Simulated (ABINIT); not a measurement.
Computed results, one entry a study.

### Beyond one shot: AlN (P6_3mc)

The structure is hexagonal, space group P6_3mc (No. 186). The conventional cell has a = 3.113 Å, b = 3.113 Å, c = 4.981 Å, α = 90.00°, β = 90.00°, γ = 120.00°. Nearest to Al lie 4 N at 1.89 Å. Nearest to N lie 4 Al at 1.89 Å. Farther neighbours, and contacts between anions beyond the nearest, are not listed.

```yaml
method: RPA screening on PBE from quasiparticle energies and orbitals, plane waves, norm-conserving pseudopotentials (and 4 further levels or steps)
program: ABINIT 10.8.3
settings: cutoff 36 Ha, PseudoDojo scalar-relativistic 0.4.1 standard, norm-conserving, ngkpt (3, 3, 4), nband 75, ecuteps 5 Ha, gwcalctyp 27, nfreqre 1, inclvkb 2, shiftk (0, 0, 0), symchi 1, awtr 1, frequency static, cycle 5, q points all but q = 0, 3×3×4 k-mesh
cost: 16 runs, 82 s in all on 8 MPI ranks of AMD EPYC 9R45, shared host
notes: The database entry behind the starting cell differs from other determinations of this structure. The program’s warnings: nkpt*nsppol () is not a multiple of nproc spkpt (). The cell and positions come from the Crystallography Open Database and are kept as given unless a step says otherwise. The 3×3×4 mesh is coarse for this cell, which bears on the long-range parts of exchange and screening.
g0w0: 5.363 eV
self_consistent_cohsex_cycle_1: 6.577 eV
self_consistent_cohsex_cycle_2: 7.084 eV
self_consistent_cohsex_cycle_3: 7.226 eV
self_consistent_cohsex_cycle_4: 7.256 eV
self_consistent_cohsex_cycle_5: 7.244 eV
known_limits: short of the basis limit; coarse k mesh
```

Only the bands that the input lists are updated; the higher empty ones keep the functional's energies. Self-consistent COHSEX ends at 7.24 eV, +1.88 eV from G0W0, after 5 cycles that took 62 s beside the first screening; the last moved the gap by 0.012 eV.

[Long decimals in the printed logs are rounded to 6 places.]

[Logs are printed without paths, hosts, clocks, repeated set-up lines and the standing remarks that a program may print on its own settings, such as how far it seeks lower states.]

[Paths, hosts, dates, memory and timing lines, banners, echoed tables and standing remarks are left out of the program output; an Ansatz launch command may be rebuilt from the run's recorded settings. Measured values are a selection of at most five: reports struck by readers or far from the other reports are left out. None is set beside runs whose start may be inverted or whose files or cutoffs have a known fault.]

[Runs of the session that timed out or met a known fault of the program may be left out.]

[Hosts, paths, dates, database ids (printed as entryN), source tags and the programs' standing remarks are cut or masked in the printed files.]

[G0W0 gaps are taken among the corrected bands and points alone; a level outside them can change the order at an edge.]

[Where Ansatz stands beside ABINIT at settings called matched, ABINIT's density can come from a denser mesh and the files from another edition; pairs whose starting gaps differed by over 0.03 eV were left out, so agreement reads better than it is.]
